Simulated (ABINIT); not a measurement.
# RbIO3 (R3m): G0W0 with ABINIT, start to end, part 3 of 3

Aim: the G0W0 gap of RbIO3 (R3m) on LDA, step by step.

ABINIT 10.8.3; LDA and many-body steps on it, plane waves. Known limits of the many-body steps: not at the basis limit; no spin-orbit coupling; coarse k mesh.

So far. Step 3 (Bands along the symmetry lines): The gap is 2.723 eV, as in the run before at this level. Step 4 (Empty states on the mesh, 2×2×2 mesh, 84 bands): On this mesh the gap is 2.723 eV.

### Step 5. Screening, 2×2×2 mesh, 78 bands, screening to 106.1 eV

The RPA dielectric matrix is built and inverted for each q.

This step: RPA screening on LDA, plane waves, norm-conserving pseudopotentials.

File run.abi:

```
acell 3*1.0 Angstrom
rprim 
  3.187728926621 1.840436153888 2.622110720600
  -3.187728926621 1.840436153888 2.622110720600
  -0.000000000000 -3.680872307776 2.622110720600
ntypat 3
znucl 37 53 8
natom 5
typat 1 2 3 3 3
xred 
  0.515642950000 0.515642950000 0.515642950000
  0.001050200000 0.001050200000 0.001050200000
  0.036532590000 0.601941670000 0.036532590000
  0.036532590000 0.036532590000 0.601941670000
  0.601941670000 0.036532590000 0.036532590000
pp_dirpath "pseudos"
pseudos "Rb.upf, I.upf, O.upf"
ecut 36
ngkpt 2 2 2
nshiftk 1
shiftk 0 0 0
kptopt 1
chksymbreak 0
istwfk *1
occopt 1
irdwfk 1
optdriver 3
nband 78
ecuteps 3.9
inclvkb 2
awtr 1
symchi 1
indata_prefix "in"
outdata_prefix "out"
tmpdata_prefix "tmp"
```

Command:

```sh
> OMP_NUM_THREADS=1 mpirun -n 4 abinit run.abi > log
```

Numbers of over 12 decimals in the logs are rounded to 6 here.

The program printed:

```text
.Version 10.8.3 of ABINIT. v10.8.2 released Aug 2026.

 Symmetries : space group R3 m (#160); Bravais hR (rhombohedral)
[... echo of the input left out ...]
== DATASET  1 ==================================================================
-   mpi_nproc: 4, omp_nthreads: 1 (-1 if OMP is not activated)

--- !DatasetInfo
iteration_state: {dtset: 1, }
dimensions: {natom: 5, nkpt: 4, mband: 78, nsppol: 1, nspinor: 1, nspden: 1, mpw: 6444, }
cutoff_energies: {ecut:  36.0, pawecutdg:  -1.0, }
electrons: {nelect:   3.40000000E+01, charge:   0.00000000E+00, occopt:   1.00000000E+00, tsmear:   1.00000000E-02, }

 SCREENING: Calculation of the susceptibility and dielectric matrices

 Based on a program developped by R.W. Godby, V. Olevano, G. Onida, and L. Reining.
 Incorporated in ABINIT by V. Olevano, G.-M. Rignanese, and M. Torrent.
.Using double precision arithmetic ; gwpc =  8

[... cell and pseudopotentials left out ...]
--------------------------------------------------------------------------------

 ==== K-mesh for the wavefunctions ====
 Number of points in the irreducible wedge :     4
[... list of points left out ...]
 Together with  6 symmetry operations and time-reversal symmetry
 yields     8 points in the full Brillouin Zone.

 ==== Q-mesh for the screening function ====
 Number of points in the irreducible wedge :     4
[... list of points left out ...]
 Together with  6 symmetry operations and time-reversal symmetry
 yields     8 points in the full Brillouin Zone.

 setmesh: FFT mesh size selected  =    32x   32x   32
          total number of points  =        32768

 vcoul_init : cutoff-mode = AUXILIARY_FUNCTION
 q-points for optical limit:   1
     1)      0.000010    0.000020    0.000030

- screening: taking advantage of time-reversal symmetry
- Maximum band index for partially occupied states nbvw = 17
- Remaining bands to be divided among processors   nbcw = 61
- Number of bands treated by each node ~15

 Number of electrons calculated from density =   34.0000; Expected =   34.0000
 average of density, n =  0.054586
 r_s =    1.6354
 omega_plasma =   22.5369 [eV]

 calculating chi0 at frequencies [eV] :
  1    0.000000E+00    0.000000E+00
  2    0.000000E+00    2.253692E+01

--------------------------------------------------------------------------------
  q-point number  1        q = ( 0.000000, 0.000000, 0.000000) [r.l.u.]
--------------------------------------------------------------------------------
[... chi0 elements left out ...]
 For q-point:  0.000010 0.000020 0.000030
  dielectric constant =   3.9916
  dielectric constant without local fields =   4.6960

  Average fulfillment of the sum rule on Im[epsilon] for q-point    1 :     52.42  [%]
[... wings left out ...]
  q-point number  2        q = ( 0.500000, 0.000000, 0.000000) [r.l.u.]
--------------------------------------------------------------------------------
[... chi0 elements left out ...]
  Average fulfillment of the sum rule on Im[epsilon] for q-point    2 :     61.89  [%]

 [... 2 further q-points ...]
```

Run time: 8.3 s. Hardware: 4 MPI ranks of Arm Neoverse V2, shared host; peak memory 0.74 GiB.

This step gave:

```
ε∞ with local fields, on this mesh, along the program's q direction : 3.992
the same without local fields                                       : 4.696
plasma frequency                                                    : 22.54 eV
plane waves in the screening matrix                                 : 251
```

Local fields lower ε∞ by 15 %. On a Γ-centred mesh this coarse the value itself is usually too large, while a short band sum pulls it down.

### Step 6. Self-energy, 2×2×2 mesh, 78 bands, screening to 106.1 eV

The self-energy is evaluated for the states that the input lists, and the levels follow from it, in one-shot runs by the linearised quasiparticle equation.

This step: G0W0 on LDA, plane waves, norm-conserving pseudopotentials.

Edit run.abi of step 5 so:

```diff
@@ -26,8 +26,17 @@
 irdwfk 1
-optdriver 3
+optdriver 4
 nband 78
+gwcalctyp 0
+ecutsigx 36
+symsigma 1
+nkptgw 2
+kptgw 
+  0.5000000000 0.5000000000 0.5000000000
+  0.0000000000 0.0000000000 0.0000000000
+bdgw 
+  16 19
+  14 20
 ecuteps 3.9
-inclvkb 2
-awtr 1
-symchi 1
+irdscr 1
+ppmodel 1
 indata_prefix "in"
```

The program printed:

```text
.Version 10.8.3 of ABINIT. v10.8.2 released Aug 2026.

 Symmetries : space group R3 m (#160); Bravais hR (rhombohedral)
[... echo of the input left out ...]
== DATASET  1 ==================================================================
-   mpi_nproc: 4, omp_nthreads: 1 (-1 if OMP is not activated)

--- !DatasetInfo
iteration_state: {dtset: 1, }
dimensions: {natom: 5, nkpt: 4, mband: 78, nsppol: 1, nspinor: 1, nspden: 1, mpw: 6444, }
cutoff_energies: {ecut:  36.0, pawecutdg:  -1.0, }
electrons: {nelect:   3.40000000E+01, charge:   0.00000000E+00, occopt:   1.00000000E+00, tsmear:   1.00000000E-02, }

 SIGMA: Calculation of the GW corrections

 Based on a program developped by R.W. Godby, V. Olevano, G. Onida, and L. Reining.
 Incorporated in ABINIT by V. Olevano, G.-M. Rignanese, and M. Torrent.
.Using double precision arithmetic ; gwpc =  8

[... cell and pseudopotentials left out ...]
--------------------------------------------------------------------------------

 ==== K-mesh for the wavefunctions ====
 Number of points in the irreducible wedge :     4
[... list of points left out ...]
 Together with  6 symmetry operations and time-reversal symmetry
 yields     8 points in the full Brillouin Zone.

 ==== Q-mesh for screening function ====
 Number of points in the irreducible wedge :     4
[... list of points left out ...]
 Together with  6 symmetry operations and time-reversal symmetry
 yields     8 points in the full Brillouin Zone.

 vcoul_init : cutoff-mode = AUXILIARY_FUNCTION
 q-points for optical limit:   1
     1)      0.000010    0.000020    0.000030
 setmesh: FFT mesh size selected  =    48x   48x   48
          total number of points  =       110592

 Number of electrons calculated from density =   34.0000; Expected =   34.0000
 average of density, n =  0.054586
 r_s =    1.6354
 omega_plasma =   22.5369 [eV]

 === KS Band Gaps ===
  >>>> For spin  1
   Minimum direct gap =   2.7231 [eV], located at k-point      :   0.5000  0.5000  0.5000
   Fundamental gap    =   2.7231 [eV], Top of valence bands at :   0.5000  0.5000  0.5000
                                       Bottom of conduction at :   0.5000  0.5000  0.5000
 SIGMA fundamental parameters:
 PLASMON POLE MODEL  1
 number of plane-waves for SigmaX                 6421
 number of plane-waves for SigmaC and W            251
 number of plane-waves for wavefunctions          6421
 number of bands                                    78
 number of independent spin polarizations            1
 number of spinorial components                      1
 number of k-points in IBZ                           4
 number of q-points in IBZ                           4
 number of symmetry operations                       6
 number of k-points in BZ                            8
 number of q-points in BZ                            8
 number of frequencies for dSigma/dE                 9
 frequency step for dSigma/dE [eV]                0.25
 number of omega for Sigma on real axis              0
 max omega for Sigma on real axis  [eV]           0.00
 zcut for avoiding poles [eV]                     0.10

 EPSILON^-1 parameters (SCR file):
 dimension of the eps^-1 matrix on file            251
 dimension of the eps^-1 matrix used               251
 number of plane-waves for wavefunctions          6421
 number of bands                                    78
 number of q-points in IBZ                           4
 number of frequencies                               2
 number of real frequencies                          1
 number of imag frequencies                          1

 matrix elements of self-energy operator (all in [eV])

 Perturbative Calculation

--- !SelfEnergy_ee
iteration_state: {dtset: 1, }
kpoint     : [   0.500,    0.500,    0.500, ]
spin       : 1
KS_gap     :    2.723
QP_gap     :    4.591
Delta_QP_KS:    1.868
data: !SigmaeeData |
     Band     E0 <VxcDFT>   SigX SigC(E0)      Z dSigC/dE  Sig(E)    E-E0       E
       16   0.664 -19.417 -24.742   4.987   0.761  -0.314 -19.674  -0.257   0.407
       17   1.146 -16.956 -20.651   3.270   0.791  -0.264 -17.292  -0.336   0.809
       18   3.869 -13.749  -9.596  -2.276   0.816  -0.225 -12.217   1.532   5.400
       19   3.869 -13.749  -9.596  -2.276   0.816  -0.225 -12.217   1.532   5.400

--- !SelfEnergy_ee
iteration_state: {dtset: 1, }
kpoint     : [   0.000,    0.000,    0.000, ]
spin       : 1
KS_gap     :    6.328
QP_gap     :    8.037
Delta_QP_KS:    1.709
data: !SigmaeeData |
     Band     E0 <VxcDFT>   SigX SigC(E0)      Z dSigC/dE  Sig(E)    E-E0       E
       14  -0.023 -18.342 -23.812   4.778   0.762  -0.313 -18.869  -0.527  -0.550
       15  -0.023 -18.740 -23.812   4.778   0.762  -0.313 -18.964  -0.224  -0.246
       16  -0.023 -18.740 -23.812   4.778   0.762  -0.313 -18.964  -0.224  -0.246
       17   0.138 -18.629 -24.108   5.029   0.759  -0.318 -18.970  -0.341  -0.204
       18   6.466  -9.991  -5.178  -3.200   0.847  -0.180  -8.624   1.367   7.833
       19   7.945 -16.739 -11.040  -3.075   0.784  -0.275 -14.680   2.059  10.003
       20   7.945 -16.739 -11.040  -3.075   0.784  -0.275 -14.680   2.059  10.003

== END DATASET(S) ==============================================================
================================================================================

 -outvars: echo values of variables after computation  --------
           etotal      0.0000000000E+00
            nband          78
             nkpt           4
          spgroup         160
 [... the other variables as echoed above ...]

 Calculation completed.
```

Run time: 5.1 s. Hardware: 4 MPI ranks; peak memory 0.59 GiB; 20 s of CPU time.

Numbers from this step:

```
G0W0 gap on the points computed              : 4.591 eV
starting gap on the mesh                     : 2.723 eV
k of the valence top                         : 0.5, 0.5, 0.5
k of the conduction bottom                   : 0.5, 0.5, 0.5
Z at the valence top                         : 0.791
Z at the conduction bottom                   : 0.816
least direct G0W0 gap on the computed points : 4.591 eV
```

The gap on the mesh goes from 2.72 eV to 4.59 eV, a correction of +1.87 eV.

Limits: finite bands, cutoff and mesh; no spin-orbit coupling; coarse k mesh. v1 is the top filled band, c1 the lowest empty one. Levels before and after the correction, in eV, zero at the valence-band top of each column:

|  | conduction bottom | valence top |
| --- | --- | --- |
| Kohn-Sham | 2.72 | 0.00 |
| G0W0 | 4.59 | 0.00 |

|  | level | energy (eV) |
| --- | --- | --- |
| Kohn-Sham | (0.5 0.5 0.5) v2 | -0.481 |
| Kohn-Sham | (0.5 0.5 0.5) v1 | 0.000 |
| Kohn-Sham | (0.5 0.5 0.5) c1-c2 | 2.723 |
| G0W0 | (0.5 0.5 0.5) v2 | -0.402 |
| G0W0 | (0.5 0.5 0.5) v1 | 0.000 |
| G0W0 | (0.5 0.5 0.5) c1-c2 | 4.591 |

### Step 7. Where the time went

Times are wall times on 4 MPI ranks of Arm Neoverse V2, shared host, good to a factor of about two.

| step | time | share | memory (GiB) |
| --- | --- | --- | --- |
| ground state | 21 s | 22 % | 0.35 |
| bands along the symmetry lines | 42 s | 45 % | 0.41 |
| empty states on the mesh | 17 s | 18 % | 0.33 |
| screening | 8.3 s | 9 % | 0.74 |
| self-energy | 5.1 s | 5 % | 0.59 |

### Step 8. Summary of results

- LDA gap: 2.72 eV, direct
- G0W0 gap on the mesh: 4.59 eV
- GW settings: 2×2×2 mesh, 78 bands, screening to 106.1 eV, Godby-Needs plasmon pole
- known limits: not at the basis limit; no spin-orbit coupling; coarse k mesh

**Reading.** G0W0 moves the gap on the mesh from 2.72 eV to 4.59 eV (+1.87 eV), with Z of 0.79 and 0.82 at the edges. Local fields lower the RPA ε∞ on this mesh from 4.70 to 3.99; a Γ-centred mesh this coarse tends to raise both, most where the direct gap is narrow, while a short band sum lowers them. Only 2 of the mesh's irreducible points were corrected, so a valley elsewhere could overtake. The dearest step here is «bands along the symmetry lines». Bands and cutoff are finite, so the gap is not at the basis limit. The miss can reach some tenths of an eV and take either sign; the mesh is an error of its own. In the G0W0 run levels were corrected at 2 k points alone, so a gap called «on the mesh» is the least over those, and an edge elsewhere would be missed. The 2×2×2 mesh is coarse for this cell, which bears on the long-range parts of exchange and screening. The many-body steps are scalar-relativistic: spin-orbit coupling is not in them.

[Paths, hosts, dates, memory and timing lines, banners, echoed tables and standing remarks are left out of the program output.]

[Logs are printed without paths, hosts, clocks, repeated set-up lines and the standing remarks that a program may print on its own settings, such as how far it seeks lower states.]

[Runs of the session that timed out or met a known fault of the program may be left out.]

[Hosts, paths, dates, database ids (printed as entryN), source tags and the programs' standing remarks are cut or masked in the printed files.]

[G0W0 gaps are taken among the corrected bands and points alone; a level outside them can change the order at an edge.]

[Where Ansatz stands beside ABINIT at settings called matched, ABINIT's density can come from a denser mesh and the files from another edition; pairs whose starting gaps differed by over 0.03 eV were left out, so agreement reads better than it is.]
